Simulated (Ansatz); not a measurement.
**Ag3As (model cell, started as anti-ReO3 type): following an unstable mode**

Which phase does Ag3As (model cell, started as anti-ReO3 type) fall into along its unstable mode, and how much energy does it gain?

Program: Ansatz 0.2.0. Level of theory: DFT PBE, scalar-relativistic, plane waves, PAW. Results are calculated unless marked as measured.

The structure was built from a prototype and need not be the compound's stable phase.

**1. The structure**

It takes space group Pm-3m (No. 221, cubic). The conventional cell has a = 5.003 Å, b = 5.003 Å, c = 5.003 Å, α = 90.00°, β = 90.00°, γ = 90.00°. Nearest to As lie 6 Ag at 2.50 Å. Nearest to Ag lie 2 As at 2.50 Å. Farther neighbours are not listed.

**2. The dispersion**

The cell comes from relaxations at this level that are not shown. Stability and thermal properties need the whole zone. Linear response on a 2×2×2 q mesh gives force constants as far as a supercell of that size would, and the tensors from the zone-centre run are typed in so that the long-range dipole term is interpolated apart.

input.yaml

```yaml
crystal:
  lattice:
    - [5.0031983723, 0.0, 0.0]
    - [0.0, 5.0031983723, 0.0]
    - [0.0, 0.0, 5.0031983723]
  atoms:
    - { symbol: As, position: [0.0, 0.0, 0.0] }
    - { symbol: Ag, position: [0.5, 0.0, 0.0] }
    - { symbol: Ag, position: [0.0, 0.5, 0.0] }
    - { symbol: Ag, position: [0.0, 0.0, 0.5] }
kpoints:
  mp_grid: { grid: [6, 6, 6] }
hamiltonian:
  xc: pbe
scf:
  occupations: { method: fixed }
output:
  eigenvalues: true
phonons:
  method: dfpt
  qmesh: [2, 2, 2]
  temperatures: { t_max: 1000, t_step: 50 }
  qpath:
    path:
      - [[0.0, 0.0, 0.0], [0.0, 0.5, 0.0], [0.5, 0.5, 0.0], [0.0, 0.0, 0.0], [0.5, 0.5, 0.5], [0.0, 0.5, 0.0]]
      - [[0.5, 0.5, 0.5], [0.5, 0.5, 0.0]]
    npoints: 10
  non_analytic_term:
    high_frequency_dielectric_tensor: [[7.1137, 0.0, 0.0], [0.0, 7.1137, 0.0], [0.0, 0.0, 7.1137]]
    born_effective_charges:
      - { species: As, tensor: [[-1.1573, 0.0, 0.0], [0.0, -1.1573, 0.0], [0.0, 0.0, -1.1573]] }
      - { species: Ag, tensor: [[1.2619, 0.0, 0.0], [0.0, -0.0523, 0.0], [0.0, 0.0, -0.0523]] }
      - { species: Ag, tensor: [[-0.0523, 0.0, 0.0], [0.0, 1.2619, 0.0], [0.0, 0.0, -0.0523]] }
      - { species: Ag, tensor: [[-0.0523, 0.0, 0.0], [0.0, -0.0523, 0.0], [0.0, 0.0, 1.2619]] }
    source: "zone-centre run at this cell"
```

Run with:

```bash
ansatz run input.yaml --threads 4 --pin off --max-ram 7168MiB --backend cpu --events-out ev --progress --plain --runs-dir out
```

Numbers of over 12 decimals in the logs are rounded to 6 here.

Output:

```text
Engine: ansatz 0.2.0, aarch64-unknown-linux-gnu
Pseudopotentials: kind: paw
Pseudopotential: As, paw, valence charge 15, recommended cutoff 420 eV (normal), As.paw.azcp
Pseudopotential: Ag, paw, valence charge 19, recommended cutoff 420 eV (normal), Ag.paw.azcp
Functional definition: PBE
  parameter kappa = 0.804
  parameter beta = 0.066725
  exchange = pbe_x(kappa = kappa, mu = beta*pi^2/3)
  correlation = pbe_c(beta = beta)
Crystal: 4 atoms, lattice volume = 125.240 Å³
Basis set: ecut = 420 eV, 2469 PW (Γ), exchange–correlation on 72×72×72 points (8 copies of the dense FFT grid, shifted against one another)
Bands: 44, of which v1, the nominal top of the filled ones, is band 36 counted from 1 (35 counted from 0)
Symmetry: 48 space group operations
k-points: 20 of 216
Non-local potential: As, projectors of the file, l = 0: 2, l = 1: 2, l = 2: 3, l = 3: 1
Non-local potential: Ag, projectors of the file, l = 0: 3, l = 1: 2, l = 2: 2, l = 3: 1
PAW form: soft (Blöchl's): semilocal exchange-correlation on the pseudo side does not see the compensation charge
PAW one-centre angular grid: As, 590 points (default); XC on 64 Gauss nodes
PAW one-centre angular grid: Ag, 590 points (default); XC on 64 Gauss nodes
Initial density: superposition of atomic densities (neutral atoms: chi_scale 0, normalization atom), corrected by the library's trained network
Initial wavefunctions: pseudopotential atomic-orbital guess
Functional: x = pbe(κ = 0.804, μ = 0.219515), c = pbe(β = 0.066725)
SCF iter   1: F=—  HF=-27626.720679 eV  |F-HF|=—  |Δ(HF+E_count)|=         —  Δρ=1.02e-3  dr2=9.07e-4  ethr=1.77e-3  ⟨swp⟩=4.8  Hψ=2604  notcnv=0  defer=115
preconditioner: auto → Resta (q_TF=auto, 2.488 Å⁻¹)  ε∞=6.4  [insulator: Δε(μ)=1.261 eV  Ē_g=8.821 eV  n_scr=26 (ndim 8)  ℏωp=20.5 eV  f_vac=0.289  ε∞_Penn≈6.4]
SCF iter   2: F=—  HF=-27626.722722 eV  |F-HF|=—  |Δ(HF+E_count)|=   2.04e-3  Δρ=6.05e-4  dr2=4.61e-4  ethr=1.26e-6  ⟨swp⟩=3.1  Hψ=2116  notcnv=0  defer=115
SCF iter   3: F=—  HF=-27626.722717 eV  |F-HF|=—  |Δ(HF+E_count)|=   4.47e-6  Δρ=1.98e-4  dr2=5.75e-5  ethr=6.41e-7  ⟨swp⟩=2.0  Hψ=1245  notcnv=0  defer=115
SCF iter   4: F=—  HF=-27626.722734 eV  |F-HF|=—  |Δ(HF+E_count)|=   1.64e-5  Δρ=8.98e-5  dr2=8.63e-6  ethr=7.99e-8  ⟨swp⟩=2.2  Hψ=1445  notcnv=0  defer=75
SCF iter   5: F=—  HF=-27626.722765 eV  |F-HF|=—  |Δ(HF+E_count)|=   3.12e-5  Δρ=4.52e-5  dr2=3.25e-6  ethr=1.20e-8  ⟨swp⟩=2.5  Hψ=1556  notcnv=0  defer=65
SCF iter   6: F=—  HF=-27626.722766 eV  |F-HF|=—  |Δ(HF+E_count)|=   1.21e-6  Δρ=8.44e-6  dr2=1.29e-7  ethr=4.52e-9  ⟨swp⟩=2.5  Hψ=1205  notcnv=0  defer=65
SCF iter   7: F=—  HF=-27626.722767 eV  |F-HF|=—  |Δ(HF+E_count)|=   7.90e-7  Δρ=2.64e-6  dr2=1.14e-8  ethr=1.80e-10  ⟨swp⟩=2.8  Hψ=1192  notcnv=0  defer=68
SCF iter   8: F=—  HF=-27626.722767 eV  |F-HF|=—  |Δ(HF+E_count)|=   3.26e-8  Δρ=8.92e-7  dr2=1.54e-9  ethr=1.59e-11  ⟨swp⟩=2.5  Hψ=1319  notcnv=0  defer=69
SCF iter   9: F=—  HF=-27626.722767 eV  |F-HF|=—  |Δ(HF+E_count)|=  3.35e-10  Δρ=3.55e-7  dr2=2.75e-10  ethr=2.13e-12  ⟨swp⟩=2.0  Hψ=1309  notcnv=0  defer=69
SCF iter  10: F=—  HF=-27626.722767 eV  |F-HF|=—  |Δ(HF+E_count)|=  3.42e-10  Δρ=1.08e-7  dr2=4.33e-11  ethr=1.00e-12  ⟨swp⟩=2.0  Hψ=1031  notcnv=0  defer=69
SCF iter  11: F=-27626.722767 eV  HF=-27626.722767 eV  |F-HF|=1.46e-11  |Δ(HF+E_count)|=  9.82e-11  Δρ=4.17e-8  dr2=3.14e-12  ethr=1.00e-12  ⟨swp⟩=11.7  Hψ=4457  notcnv=0
SCF 1 converged in 11 iterations: F = -27626.722767 eV  dr2 = 3.14e-12
  greatest PAW one-centre occupation: 1.000 electrons in one spin orbital (limit 2), on the Ag atom at site 3 (counted from 0), in its partial waves of l = 0
NSCF: frozen V_eff on 20 k-points
NSCF: frozen V_eff on 64 k-points
DFPT response loops at q = (0, 0, 0) (fractional): preconditioner auto → none (the input reference at scf.mixing.eps_inf says where Resta's filter doesn't serve); β = 0.50; Broyden in place of MSR1
NSCF: frozen V_eff on 128 k-points
DFPT response loops at q = (0, 0, -0.5) (fractional): mixed as the last ones told, above
NSCF: frozen V_eff on 128 k-points
DFPT response loops at q = (0, -0.5, -0.5) (fractional): mixed as the last ones told, above
NSCF: frozen V_eff on 128 k-points
DFPT response loops at q = (-0.5, -0.5, -0.5) (fractional): mixed as the last ones told, above
SCF converged after 11 iterations
Free energy (F): -27626.722767 eV
Harris-Foulkes:  -27626.722767 eV  (|F-HF|=1.46e-11)
Internal energy: -27626.722767 eV  (E = F + TS)
E sigma→0 (E₀):  -27626.722767 eV
Fermi energy:    6.450182 eV
--- Per-component energies (eV) ---
  E_band       = -1548.130610
  E_kinetic    = 1685.412239
  E_local      = -13616.410502  (includes V_loc(G=0)·N_el)
  E_nonlocal   = -426.387378
  E_hartree    = 6299.524932
  E_xc         = -630.187958
  E_vxc        = -778.808213  (∫ρ·V_xc dr)
  E_paw        = -13546.347633  (= ΣΔE_a)
  E_vpaw       = -1010.987500  (= ΣTr[D̂ρ^β])
  E_aug_tail   = 0.000946  (compensation charges beyond the density's cutoff)
  E_ewald      = -7392.327414
  E_smearing   = -0.000000  (= −TS)
  E_closure    = -0.000000  (closes the sum)
  Σ components = -27626.722767   (vs F -27626.722767, Δ=0.00e0)
--- Band table (eV; the first three rows and the last of 20) ---
  k-point 0: bands = [... 32 lower, 3.6252, 4.6586, 4.6586, 4.6586, 7.7023, 9.0262, 9.0262, 12.7692, ... 4 higher]
  k-point 1: bands = [... 32 lower, 3.5913, 4.4473, 4.9671, 4.9671, 7.9840, 9.0875, 9.6325, 12.4729, ... 4 higher]
  k-point 2: bands = [... 32 lower, 3.5220, 4.2028, 5.4610, 5.4610, 7.9830, 9.2345, 10.8967, 12.1880, ... 4 higher]
  k-point 19: bands = [... 32 lower, 3.5425, 5.9413, 5.9413, 5.9413, 8.4044, 8.4044, 8.4044, 12.5195, ... 4 higher]
--- Phonons (Γ-DFPT): 3 representative perturbations + reference (Σ response iterations 9) ---
  ASR residual: 1.028e-4 → 0.000e0 eV/Å²; symmetrization residual: 1.719e-5 eV/Å²
  ASR residual per site (eV/Å²): 3.76e-5 1.03e-4 1.03e-4 1.03e-4
  Γ frequencies (cm⁻¹): -59.19 -59.19 -59.19 -37.42 -37.42 -37.42 0.00 0.00 0.00 248.94 248.94 248.94
--- Phonons (arbitrary-q DFPT): 4 irreducible q on the 2×2×2 mesh ---
  q = [0.0000, 0.0000, 0.0000] (star 1, of the zone-centre solve; hermiticity 3.29e-6, symmetrization 9.17e-12): -59.19 -59.19 -59.19 -37.42 -37.42 -37.42 -0.00 0.00 0.00 248.94 248.94 248.94
  q = [0.0000, 0.0000, -0.5000] (star 3, 7 solved perturbations in 400 linear systems a pass and spin channel, the states on 64 of 216 k-point pairs; hermiticity 3.29e-6, symmetrization 4.19e-12): -56.05 -56.05 -37.63 -34.91 -23.11 -23.11 36.99 36.99 162.82 202.57 247.53 247.53
  q = [0.0000, -0.5000, -0.5000] (star 3, 7 solved perturbations in 400 linear systems a pass and spin channel, the states on 64 of 216 k-point pairs; hermiticity 3.14e-6, symmetrization 1.16e-12): -48.95 -36.84 -36.84 36.50 36.50 37.86 37.87 157.93 165.93 200.05 200.05 245.96
  q = [-0.5000, -0.5000, -0.5000] (star 1, 3 solved perturbations in 144 linear systems a pass and spin channel, the states on 64 of 216 k-point pairs; hermiticity 1.01e-12, symmetrization 1.12e-11): 36.66 36.66 36.66 37.77 37.77 37.77 157.81 157.81 168.84 197.28 197.28 197.28
  sum rule: each row above includes the acoustic sum rule's correction from the zone centre's row sums; it moved no ω² by more than (0.51 cm⁻¹)²
  mesh force constants: q→R imaginary residual 4.22e-46; ASR residual 1.028e-4 → 0.000e0 eV/Å²; symmetrization residual 8.882e-15 eV/Å²
  interpolated dispersion: 63 rows × 12 modes
  density of states and harmonic sums: on the 12×12×12 q-mesh, interpolated from the force constants of a 2×2×2 supercell (with the dipole–dipole term of supplied tensors)
  largest difference from the sums on the solved wave vectors: F 3.50e-1 eV, S 4.36e-4 and C_V 9.02e-5 eV/K
  zero-point energy: 0.063790 eV/cell   skipped modes (ω ≤ 0): 299, of them read as no rigid motion or as one in doubt: 296 (3.502e0 modes/cell left out, lowest -59.19 cm⁻¹)   left out of the sums: 2.92e-1 of the cell's modes: C_V's classical limit lies that fraction below 3 k_B per atom; for a crystal, a wire or a layer, F and S can be off by more, and a phonons.interpolated_qmesh denser along its periods is the remedy for the sampling
```

The job ended after 2.7 min (4 threads of Arm Neoverse V1, shared host; peak memory 1.1 GiB; 10 min of CPU time).

The column dr2 measures how far the density is from self-consistency, as an energy; F and HF (Harris–Foulkes) agree once it is small.

Numbers from this step:

- gap on the k-mesh: 1.252 eV
- volume per atom: 31.31 Å³
- sum-rule residual before enforcement: 1.03e-4 eV/Å²
- lowest frequency on the path: -59.19 cm⁻¹
- point group: m-3m
- highest frequency on the path or at a solved wavevector: 252.5 cm⁻¹
- highest optical mode at the zone centre (no LO-TO term): 248.9 cm⁻¹
- lowest optical zone-centre mode: -59.19 cm⁻¹
- lowest mode on the q mesh (acoustic modes at Γ apart): -59.19 cm⁻¹

Frequencies (cm⁻¹) solved at each irreducible wavevector; negative means imaginary. Frequencies by wavevector, by row:

```tsv
q in reciprocal lattice units	star	mode 1	mode 2	mode 3	mode 4	mode 10	mode 11	mode 12
0 0 0	1	-59.2	-59.2	-59.2	-37.4	248.9	248.9	248.9
0 0 -0.5	3	-56	-56	-37.6	-34.9	202.6	247.5	247.5
0 -0.5 -0.5	3	-49	-36.8	-36.8	36.5	200.1	200.1	246
-0.5 -0.5 -0.5	1	36.7	36.7	36.7	37.8	197.3	197.3	197.3
```

Interpolated from a 2×2×2 q mesh, with the LO-TO term (at Γ the limit along the path; where Γ stands inside the path, tables give the limit on arrival). The phonon branches at the labelled points (cm⁻¹):

```tsv
point	branch 1	branch 2	branch 3	branch 4	branch 9	branch 10	branch 11	branch 12
Γ	-59	-59	-59	-37	0	249	249	252
halfway	-57	-57	-42	-36	94	237	248	248
X	-56	-56	-38	-35	163	203	248	248
halfway	-51	-40	-37	8	162	201	233	247
M	-49	-37	-37	36	166	200	200	246
halfway	-52	-40	-40	-8	95	233	236	248
Γ	-59	-59	-59	-37	0	249	249	252
halfway	-16	-16	-16	5	96	232	232	236
R	37	37	37	38	169	197	197	197
halfway	-12	-11	-4	9	162	200	231	233
X	-56	-56	-38	-35	163	203	248	248
jump to R	37	37	37	38	169	197	197	197
halfway	3	3	37	37	166	199	199	231
M	-49	-37	-37	36	166	200	200	246
```

Symmetry leaves 4 wavevectors to solve. The lowest mode among them, the acoustic zeros apart, lies at Γ and is imaginary, 59.2i cm⁻¹, so the energy falls along it.

**3. The mode frozen in, largest atomic shift 0 Å**

The mode followed lies at Γ with frequency 59.2i cm⁻¹ and is 3-fold degenerate, the softest among the wavevectors solved. At small amplitude the distorted cell has space group no. 99 by a symmetry search on the positions. The undistorted cell that holds it gives the zero of energy on the same k mesh.

input.yaml, the sections that differ from step 2:

```yaml
scf:
  occupations: { method: gaussian, width: 0.02 }
output:
  forces: true
  stress: true
  eigenvalues: true
# crystal, kpoints, hamiltonian: as in step 2
# phonons: removed
```

Output:

```text
[...]
Crystal: 4 atoms, lattice volume = 125.240 Å³
Basis set: ecut = 420 eV, 2469 PW (Γ), exchange–correlation on 72×72×72 points (8 copies of the dense FFT grid, shifted against one another)
Bands: 44, of which v1, the nominal top of the filled ones, is band 36 counted from 1 (35 counted from 0)
Symmetry: 48 space group operations
[...]
k-points: 20 of 216
[...]
k-point 0: bands = [... 32 lower, 3.6253, 4.6586, 4.6586, 4.6586, 7.7024, 9.0262, 9.0262, 12.7693, ... 3 higher]
  k-point 1: bands = [... 32 lower, 3.5914, 4.4474, 4.9671, 4.9671, 7.9841, 9.0875, 9.6325, 12.4730, ... 3 higher]
  k-point 2: bands = [... 32 lower, 3.5221, 4.2028, 5.4610, 5.4610, 7.9830, 9.2345, 10.8968, 12.1881, ... 3 higher]
  k-point 19: bands = [... 32 lower, 3.5425, 5.9414, 5.9414, 5.9414, 8.4044, 8.4044, 8.4044, 12.5198, ... 3 higher]
[key lines of the parts left out:]
SCF converged after 7 iterations
Free energy (F): -27626.722767 eV
Fermi energy:    7.076456 eV
P = ⅓ Tr σ = -0.0044 GPa (-0.044 kbar)
```

Elapsed: 1.6 s, on 4 threads; peak memory 0.43 GiB; 5.7 s of CPU time.

This step gave:

* pressure: -0.004424 GPa
* energy from the undistorted cell: 0 meV/atom

At this level the gap is 1.25 eV on the k-mesh of the self-consistent run, which can miss the band edges.

**4. The mode frozen in, largest atomic shift 0.32 Å**

The atoms are moved along the unstable eigenvector, the largest shift by 0.32 Å, with the cell fixed.

input.yaml, the sections that differ from step 3:

```yaml
crystal:
  lattice:
    - [5.0031983723, 0.0, 0.0]
    - [0.0, 5.0031983723, 0.0]
    - [0.0, 0.0, 5.0031983723]
  atoms:
    - { symbol: As, position: [0.0, -0.063959087, 0.0] }
    - { symbol: Ag, position: [0.5, 0.0511712486, 0.0] }
    - { symbol: Ag, position: [0.0, 0.4420813164, 0.0] }
    - { symbol: Ag, position: [0.0, 0.0511712486, 0.5] }
# kpoints, hamiltonian, scf, output: as in step 3
```

Output:

```text
[...]
Crystal: 4 atoms, lattice volume = 125.240 Å³
Basis set: ecut = 420 eV, 2469 PW (Γ), exchange–correlation on 72×72×72 points (8 copies of the dense FFT grid, shifted against one another)
Bands: 44, of which v1, the nominal top of the filled ones, is band 36 counted from 1 (35 counted from 0)
Symmetry: 8 space group operations
[...]
k-points: 40 of 216 (time reversal used)
[...]
k-point 0: bands = [... 32 lower, 3.6451, 4.9244, 5.1905, 5.1905, 7.4569, 8.9580, 9.1147, 12.8662, ... 3 higher]
  k-point 1: bands = [... 32 lower, 3.6035, 4.7246, 5.0840, 5.4060, 7.6024, 9.0830, 9.8432, 12.2300, ... 3 higher]
  k-point 2: bands = [... 32 lower, 3.5175, 4.2205, 5.3866, 5.8006, 7.7075, 9.2530, 10.5236, 12.2316, ... 3 higher]
  k-point 39: bands = [... 32 lower, 3.5805, 5.5944, 5.7834, 5.7834, 8.1362, 8.1362, 8.5114, 12.4925, ... 3 higher]
[key lines of the parts left out:]
SCF converged after 8 iterations
Free energy (F): -27626.812280 eV
Fermi energy:    7.158950 eV
P = ⅓ Tr σ = -1.0941 GPa (-10.941 kbar)
```

The job ended after 5.4 s (4 threads; peak memory 0.45 GiB; 21 s of CPU time).

This step gave:

- pressure: -1.094 GPa
- gap on the k-mesh: 0.5964 eV
- energy from the undistorted cell: -22.38 meV/atom

The energy, extrapolated to zero smearing, is -22.38 meV/atom against the undistorted cell.

The run ends at a pressure of -1.09 GPa, with forces up to 0.37 eV/Å.

**5. Energy along the mode, all amplitudes (two of the runs are shown above)**

An imaginary frequency means negative curvature, so the energy should fall and then rise again as anharmonic terms take over.

Numbers from this step:

```
depth at the lowest point sampled  : 22.38 meV/atom
largest atomic shift at that point : 0.32 Å
```

The energy from the parent by largest atomic shift:

```tsv
largest atomic shift (Å)	energy from the parent (meV/atom)
0.000	0
0.040	-0.769
0.080	-2.98
0.140	-8.32
0.220	-16.7
0.320	-22.4
0.450	-8.84
0.600	40.8
```

Displacement at unit largest shift by atom:

```tsv
atom	x (Å)	y (Å)	z (Å)	size
As1	0.00	-1.00	0.00	1.00
Ag2	0.00	0.80	0.00	0.80
Ag3	0.00	-0.91	0.00	0.91
Ag4	0.00	0.80	0.00	0.80
```

The lowest of the steps tried is at 0.32 Å, 22.4 meV/atom below the parent; the bottom of the well need not coincide with a step.

(Part 1 of 2 ends here.)

[Logs are printed without paths, hosts, clocks, repeated set-up lines and the standing remarks that a program may print on its own settings, such as how far it seeks lower states.]

[Hosts, paths, dates, database ids (printed as entryN), source tags and the programs' standing remarks are cut or masked in the printed files.]
